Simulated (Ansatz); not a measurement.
G0W0 rungs for HgC2S2N2 (C2/m).

The structure is monoclinic, space group C2/m (No. 12). Conventional cell: a = 10.878 Å, b = 4.042 Å, c = 6.435 Å, α = 90.00°, β = 95.28°, γ = 90.00°. Nearest to Hg lie 2 S at 2.43 Å. Nearest to C lie 1 N at 1.18 Å and 1 S at 1.66 Å. S has 1 C at 1.66 Å and 1 Hg at 2.43 Å nearest. Nearest to N lie 1 C at 1.18 Å. Farther neighbours and most contacts between anions are not listed.

```xyz
7
Lattice="5.4390 -2.0210 0.0000 5.4390 2.0210 0.0000 -0.5922 0.0000 6.4077" Properties=species:S:1:pos:R:3 pbc="T T T"
Hg    0.0000    0.0000    0.0000
C     2.7629    0.0000    1.4311
C     7.5229    0.0000    4.9766
S     1.2430    0.0000    2.0888
S     9.0429    0.0000    4.3189
N     3.8601    0.0000    1.0055
N     6.4257    0.0000    5.4022
```

Geometry: measured cell, ions relaxed with PBE. The runs that relaxed it are not among those shown. Spin-orbit coupling is left out unless a run names it.

Runs so far (Ansatz 0.2.0, start PBE, PAW set soft_1 files, 4×4×4 mesh). Times are wall times on 1 × NVIDIA H100 80GB HBM3 (shared by 6 runs) with 3 threads of AMD EPYC 7R13 (Zen 3), shared host, good to a factor of about two.

```csv
bands summed,cutoff (eV),gap on the mesh (eV),time
196,66,3.960,31 s
510,132,4.010,83 s
```

**Question.** What should the next rung give, with 1068 bands and screening to 220 eV, and where is the limit?

The error falls about as one over the bands when the cutoff rises with them. A line through the two highest rungs given predicts 4.027 eV; the run gave 4.028 eV, close to it. The two highest rungs put the limit near 4.045 eV, the pair below near 4.042 eV; their difference is a rough measure of what is unsettled in bands and cutoff; the mesh is a separate error.

Gaps are over the mesh's points; an edge off the mesh would be missed. Limits: not at the basis limit; d shell near the gap, gap tends to lie low; no spin-orbit coupling.

[Paths, hosts, dates, memory and timing lines, banners, echoed tables and standing remarks are left out of the program output.]

[Logs are printed without paths, hosts, clocks, repeated set-up lines and the standing remarks that a program may print on its own settings, such as how far it seeks lower states.]

[Runs of the session that timed out or met a known fault of the program may be left out.]

[Cells called generated may have been cut or substituted from an entry of the Crystallography Open Database or the Materials Project.]

[Hosts, paths, dates, database ids (printed as entryN), source tags and the programs' standing remarks are cut or masked in the printed files.]
